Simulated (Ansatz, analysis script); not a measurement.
# Energy of spin spirals in a zigzag Re chain, bond 2.395 Å, part 2 of 2

Spirals are solved in the crystal's own cell at each q. What do they say of the order in a zigzag Re chain, bond 2.395 Å?

Ansatz 0.2.0; LDA, PAW set soft_1 (files made for PBE).

So far, integrated |m| (μB): step 2 (two spin channels first) 1.87.

## (4) q = (0, 0, 0)

Level of this step: Ansatz DFT, spin spiral by the generalised Bloch theorem, no spin-orbit coupling; LDA, PAW set soft_1; PAW set soft_1 (Ansatz).

The reference is the same input at q = 0, so that basis and exchange-correlation form match those at other q. Every q is chosen so that q/2 is a mesh vector: every spiral then samples the k-points of q = 0, and much mesh noise cancels.

input.yaml

```yaml
crystal:
  lattice:
    - [12.0, 0.0, 0.0]
    - [0.0, 12.0, 0.0]
    - [0.0, 0.0, 2.874]
  atoms:
    - { symbol: Re, position: [0.4201666667, 0.5, 0.0], spin: 0.57, spin_axis: [0.34202, 0.0, 0.939693] }
    - { symbol: Re, position: [0.5798333333, 0.5, 0.5], spin: 0.57, spin_axis: [0.34202, 0.0, 0.939693] }
kpoints:
  mp_grid: { grid: [1, 1, 36] }
hamiltonian:
  xc: lda
  pseudopotentials: { kind: paw, azcp: { folder: soft_1 }, xc_functional: pbe }
scf:
  occupations: { method: fermi_dirac, width: 0.1 }
  max_iter: 120
  convergence: { dr2_threshold: 1.0e-08 }
  lower_state_search: "off"
basis:
  ecutwfc: 420.0
magnetization:
  noncollinear: true
  spin_spiral: { q: [0.0, 0.0, 0.0] }
  spin_locking: { lock_directions: true }
checkpoint:
  read: start
```

On the command line:

```
$ ansatz run input.yaml --threads 2 --pin off --max-ram 4096MiB --backend cpu --events-out ev --progress --plain --runs-dir out
```

Numbers of over 12 decimals in the logs are rounded to 6 here.

The program printed:

```text
Warning: magnetization.spin_spiral: disabling space-group detection — beside a Hubbard shell, its report or a lock it is not worked out which of the operations that keep the spiral keep those too, and one that does not would average them into another order's, and files of the run's orbitals state none, so no spatial operation reduces the k-mesh or symmetrises the density; of a planar spiral with no Hubbard correction or report and no files of its own orbitals, on a mesh that holds points beside their negatives, k and −k, whose spinors are each other's conjugates with the components exchanged, are solved as one point, and the moment along z is held at nought; [rest of the remark cut]
Warning: checkpoint.read: spin treatment differs: saved collinear, current noncollinear; the saved charge density seeds this run and the saved magnetisation is carried along the axis that this deck's starting moments share; the saved density holds an absolute magnetisation of 2.0e0 μB; saved orbitals and DFT+U occupations are not carried; the saved PAW projector densities are carried along that axis
Warning: checkpoint.read: magnetization.spin_spiral differs: saved none, current q = [0, 0, 0]; the saved state is no spin spiral's: the SCF starts from none of its orbitals and from its density, each atom's moment turned about z as a whole to its place on this deck's spiral. A spiral's own state at q: [0, 0, 0] serves better
[...]
Crystal: 2 atoms, lattice volume = 413.856 Å³
Basis set: ecut = 420 eV, 8073 PW (Γ)
Bands: 38, of which v1, the nominal top of the filled ones, is band 30 counted from 1 (29 counted from 0)
Symmetry: 1 space group operations
k-points: 36
Spin spiral: q = (0, 0, 0) of the reciprocal vectors; moments are told in the frame that turns with it, a site's in that at the site
[...]
SCF iter   1: F=-21207.649980 eV  HF=-21207.649980 eV  |F-HF|=1.57e-8  |Δ(HF+E_count)|=         —  Δρ=8.70e-6  dr2=1.06e-7  dr2_m=8.12e-8  ethr=1.02e-6  |M|=1.99e0 ∫|m|=1.99e0 μB  |m|>n=0.0e0 m-floor=0.0e0 τ_xc=1.1e-17  β_m=0.30  ⟨swp⟩=4.1  Hψ=9749  notcnv=0
eigensolver tolerance schedule: the retry pair's looser diagonalisation over-reported the residual by 2887.90 of it (diagonalisation noise at 17.91 of the residual, at the tolerance the schedule requests for it); recorded, not acted on — ethr = c·dr2/N_el stays at c = 1.0e-1
[...]
SCF iter   2: F=-21207.649980 eV  HF=-21207.649980 eV  |F-HF|=3.47e-8  |Δ(HF+E_count)|=   5.59e-8  Δρ=7.40e-6  dr2=1.67e-8  dr2_m=5.88e-8  ethr=3.52e-10  |M|=1.99e0 ∫|m|=1.99e0 μB  |m|>n=0.0e0 m-floor=0.0e0 τ_xc=1.1e-17  β_m=0.49  ⟨swp⟩=3.6  Hψ=3549  notcnv=0
[...]
SCF iter   8: F=-21207.649980 eV  HF=-21207.649980 eV  |F-HF|=2.44e-10  |Δ(HF+E_count)|=   2.77e-9  Δρ=4.20e-7  dr2=5.31e-10  dr2_m=1.90e-10  ethr=1.00e-12  |M|=1.99e0 ∫|m|=1.99e0 μB  |m|>n=0.0e0 m-floor=0.0e0 τ_xc=1.1e-17  ⟨swp⟩=1.0  Hψ=4731  notcnv=0
SCF 1 converged in 8 iterations: F = -21207.649980 eV  dr2 = 5.31e-10
[...]
SCF converged after 8 iterations
Stability not checked: this state was not tested for a lower state beside it, because a magnetisation constraint still acts at the end of the SCF (magnetization_constraint; see scf.lower_state_search)
Magnetization: |M| = 1.9881 μB,  M = (+0.6800, +0.0000, +1.8682) μB
Absolute magnetization: 1.9894 μB (∫|m|, with the PAW one-centre terms)
  site 0: m = (+0.1930, -0.0000, +0.5304) μB, |m| = 0.5644 μB  (R = 0.99 Å)
  site 1: m = (+0.1930, +0.0000, +0.5304) μB, |m| = 0.5644 μB  (R = 0.99 Å)
--- Magnetisation constraints (ε_frz = 1.0e-4 eV) ---
  site  kind           target                            achieved (μB)             |Δ|max (μB)  g (eV/μB)                    λ_eff  esc  ok   flags
  0     per_site_axis  ê (+0.342, +0.000, +0.940) ≥0.00  (+0.193, -0.000, +0.530)  1.45e-8      (+2.9e-8, -1.1e-9, -1.1e-8)  1.000  0    yes
  1     per_site_axis  ê (+0.342, +0.000, +0.940) ≥0.00  (+0.193, +0.000, +0.530)  4.40e-9      (+8.8e-9, +3.6e-9, -3.2e-9)  1.000  0    yes
Free energy (F): -21207.649980 eV
[...]
Internal energy: -21207.457731 eV  (E = F + TS)
E sigma→0 (E₀):  -21207.553855 eV
Entropy (-TS):   -0.192249 eV (-96.124 meV/atom)
Fermi energy:    -2.692147 eV
[...]
```

Wall time 82 s (2 threads of Arm Neoverse V2, shared host); peak memory 1.5 GiB.

The largest moment is 0.564 μB, against 0.565 μB in the collinear run.

## (5) q = (0, 0, 0.111)

Only q changes. The cell stays that of the crystal, since the generalised Bloch theorem carries the rotation from cell to cell.

Edit input.yaml of step 4 so:

```diff
@@ -22,3 +22,3 @@
   noncollinear: true
-  spin_spiral: { q: [0.0, 0.0, 0.0] }
+  spin_spiral: { q: [0.0, 0.0, 0.11111111] }
   spin_locking: { lock_directions: true }
```

The program printed:

```text
[...]
Crystal: 2 atoms, lattice volume = 413.856 Å³
Basis set: ecut = 420 eV, 8073 PW (Γ)
Bands: 38, of which v1, the nominal top of the filled ones, is band 30 counted from 1 (29 counted from 0)
Symmetry: 1 space group operations
k-points: 36
[...]
SCF iter  15: F=-21207.648818 eV  HF=-21207.648818 eV  |F-HF|=2.27e-9  |Δ(HF+E_count)|=   5.89e-9  Δρ=3.78e-7  dr2=2.58e-9  dr2_m=1.87e-10  ethr=1.84e-11  |M|=1.95e0 ∫|m|=1.95e0 μB  |m|>n=0.0e0 m-floor=0.0e0 τ_xc=1.1e-17  ⟨swp⟩=1.0  Hψ=1512  notcnv=0
SCF 1 converged in 15 iterations: F = -21207.648818 eV  dr2 = 2.58e-9
[...]
SCF converged after 15 iterations
[...]
Magnetization: |M| = 1.9464 μB,  M = (+0.6435, +0.0000, +1.8369) μB
Absolute magnetization: 1.9517 μB (∫|m|, with the PAW one-centre terms)
  site 0: m = (+0.1866, +0.0000, +0.5212) μB, |m| = 0.5536 μB  (R = 0.99 Å)
  site 1: m = (+0.1866, +0.0000, +0.5212) μB, |m| = 0.5536 μB  (R = 0.99 Å)
--- Magnetisation constraints (ε_frz = 1.0e-4 eV) ---
[...]
0     per_site_axis  ê (+0.342, +0.000, +0.940) ≥0.00  (+0.187, +0.000, +0.521)  2.73e-3      (-5.5e-3, +2.2e-10, +2.0e-3)  1.000  0    yes
  1     per_site_axis  ê (+0.342, +0.000, +0.940) ≥0.00  (+0.187, +0.000, +0.521)  2.73e-3      (-5.5e-3, +5.8e-10, +2.0e-3)  1.000  0    yes
Free energy (F): -21207.648818 eV
[...]
Internal energy: -21207.455069 eV  (E = F + TS)
E sigma→0 (E₀):  -21207.551944 eV
Entropy (-TS):   -0.193749 eV (-96.874 meV/atom)
Fermi energy:    -2.692751 eV
[...]
```

It took 2.1 min on 2 threads; peak memory 1.5 GiB.

The energy of the cell lies 1.20 meV above that at q = 0, and the largest moment is 0.554 μB against 0.564 μB.

## (6) q = (0, 0, 0.222)

Edit input.yaml of step 5 so:

```diff
@@ -22,3 +22,3 @@
   noncollinear: true
-  spin_spiral: { q: [0.0, 0.0, 0.11111111] }
+  spin_spiral: { q: [0.0, 0.0, 0.22222222] }
   spin_locking: { lock_directions: true }
```

The program printed:

```text
[...]
Crystal: 2 atoms, lattice volume = 413.856 Å³
Basis set: ecut = 420 eV, 8073 PW (Γ)
Bands: 38, of which v1, the nominal top of the filled ones, is band 30 counted from 1 (29 counted from 0)
Symmetry: 1 space group operations
k-points: 36
[...]
1     per_site_axis  ê (+0.342, +0.000, +0.940) ≥0.00  (+0.180, +0.000, +0.495)  6.01e-4      (-2.3e-2, +7.5e-11, +8.5e-3)  1.000  0    yes
Free energy (F): -21207.644989 eV
[...]
Internal energy: -21207.444937 eV  (E = F + TS)
E sigma→0 (E₀):  -21207.544963 eV
Entropy (-TS):   -0.200052 eV (-100.026 meV/atom)
Fermi energy:    -2.688823 eV
[...]
[key lines of the parts left out:]
SCF converged after 27 iterations
Magnetization: |M| = 1.8418 μB,  M = (+0.5824, +0.0000, +1.7473) μB
```

Elapsed: 3.3 min, on 2 threads; peak memory 1.5 GiB; 6.6 min of CPU time.

The energy of the cell lies 5.02 meV above that at q = 0, and the largest moment is 0.527 μB against 0.564 μB.

## (7) q = (0, 0, 0.611)

Edit input.yaml of step 6 so:

```diff
@@ -22,3 +22,3 @@
   noncollinear: true
-  spin_spiral: { q: [0.0, 0.0, 0.22222222] }
+  spin_spiral: { q: [0.0, 0.0, 0.61111111] }
   spin_locking: { lock_directions: true }
```

The program printed:

```text
[...]
Crystal: 2 atoms, lattice volume = 413.856 Å³
Basis set: ecut = 420 eV, 8073 PW (Γ)
Bands: 38, of which v1, the nominal top of the filled ones, is band 30 counted from 1 (29 counted from 0)
Symmetry: 1 space group operations
k-points: 36
[...]
1     per_site_axis  ê (+0.342, +0.000, +0.940) ≥0.00  (+0.185, -0.000, +0.510)  8.44e-4      (-2.8e-2, -1.2e-8, +1.0e-2)  1.000  0    yes
Free energy (F): -21207.644016 eV
[...]
Internal energy: -21207.442487 eV  (E = F + TS)
E sigma→0 (E₀):  -21207.543251 eV
Entropy (-TS):   -0.201530 eV (-100.765 meV/atom)
Fermi energy:    -2.692206 eV
[...]
[key lines of the parts left out:]
SCF converged after 28 iterations
Magnetization: |M| = 1.8531 μB,  M = (+0.4409, -0.0000, +1.7998) μB
```

Elapsed: 3.8 min, on 2 threads; peak memory 1.6 GiB; 7.5 min of CPU time.

The energy of the cell lies 6.02 meV above that at q = 0, and the largest moment is 0.543 μB against 0.564 μB.

## (8) q = (0, 0, 1)

Edit input.yaml of step 7 so:

```diff
@@ -22,3 +22,3 @@
   noncollinear: true
-  spin_spiral: { q: [0.0, 0.0, 0.61111111] }
+  spin_spiral: { q: [0.0, 0.0, 1.0] }
   spin_locking: { lock_directions: true }
```

The program printed:

```text
[...]
Crystal: 2 atoms, lattice volume = 413.856 Å³
Basis set: ecut = 420 eV, 8073 PW (Γ)
Bands: 38, of which v1, the nominal top of the filled ones, is band 30 counted from 1 (29 counted from 0)
Symmetry: 1 space group operations
k-points: 36
[...]
1     per_site_axis  ê (+0.342, +0.000, +0.940) ≥0.00  (+0.188, -0.000, +0.519)  7.02e-4      (-2.4e-2, -1.1e-8, +8.6e-3)  1.000  0    yes
Free energy (F): -21207.645159 eV
[...]
Internal energy: -21207.445780 eV  (E = F + TS)
E sigma→0 (E₀):  -21207.545469 eV
Entropy (-TS):   -0.199379 eV (-99.689 meV/atom)
Fermi energy:    -2.685087 eV
[...]
[key lines of the parts left out:]
SCF converged after 24 iterations
Magnetization: |M| = 1.8594 μB,  M = (+0.3199, -0.0000, +1.8316) μB
```

Run time: 3.4 min. Hardware: 2 threads; peak memory 1.6 GiB; 6.7 min of CPU time.

The energy of the cell lies 4.86 meV above that at q = 0, and the largest moment is 0.552 μB against 0.564 μB.

The other 4 runs of this kind were made alike; their results stand in the table below.

## (9) Analysis

```tsv
q (reciprocal lattice)	path length (1/Å)	E(q) − E(0) (meV a magnetic atom)	|m| Re no. 1 (μB)	|m| Re no. 2 (μB)
(0, 0, 0)	0.000	0.00	0.56	0.56
(0, 0, 0.111)	0.243	0.60	0.55	0.55
(0, 0, 0.222)	0.486	2.51	0.53	0.53
(0, 0, 0.389)	0.850	5.01	0.51	0.51
(0, 0, 0.5)	1.093	4.29	0.52	0.52
(0, 0, 0.611)	1.336	3.01	0.54	0.54
(0, 0, 0.778)	1.700	2.26	0.55	0.55
(0, 0, 0.889)	1.943	2.36	0.55	0.55
(0, 0, 1)	2.186	2.43	0.55	0.55
```

## (10) Outcome

```yaml
lowest_point_of_the_path: q = 0
highest_point: 5.01 meV a magnetic atom
```

In words: No spiral that was run lies below the ferromagnetic state at q = 0, and winding the moments costs up to 5.01 meV a magnetic atom. The moments change by at most 11 % from their size at q = 0, a modest change. These are energies of cones, which for rigid moments are sin²θ = 0.12 times those of flat spirals. No spin model is given, since this treatment keeps to cells with one magnetic atom. States with other phases between the sublattices can lie lower than any point of this path. The 9 spiral runs took 28 min of wall time, added up. Energies are free energies at a smearing of 0.1 eV, and with partly filled levels differences shift, at times strongly, as the smearing goes to zero. The cell was taken as built, with atoms unrelaxed. In doubt: the program's search for lower states was switched off, so a lower magnetic state than those reached may exist.

[Logs and program files are shortened in this print: banners, set-up blocks, solver, clock and traceback lines can be left out without a mark of their own.]

[Logs are printed without paths, hosts, clocks, repeated set-up lines and the standing remarks that a program may print on its own settings, such as how far it seeks lower states.]

[Hosts, paths, dates, database ids (printed as entryN), source tags and the programs' standing remarks are cut or masked in the printed files.]
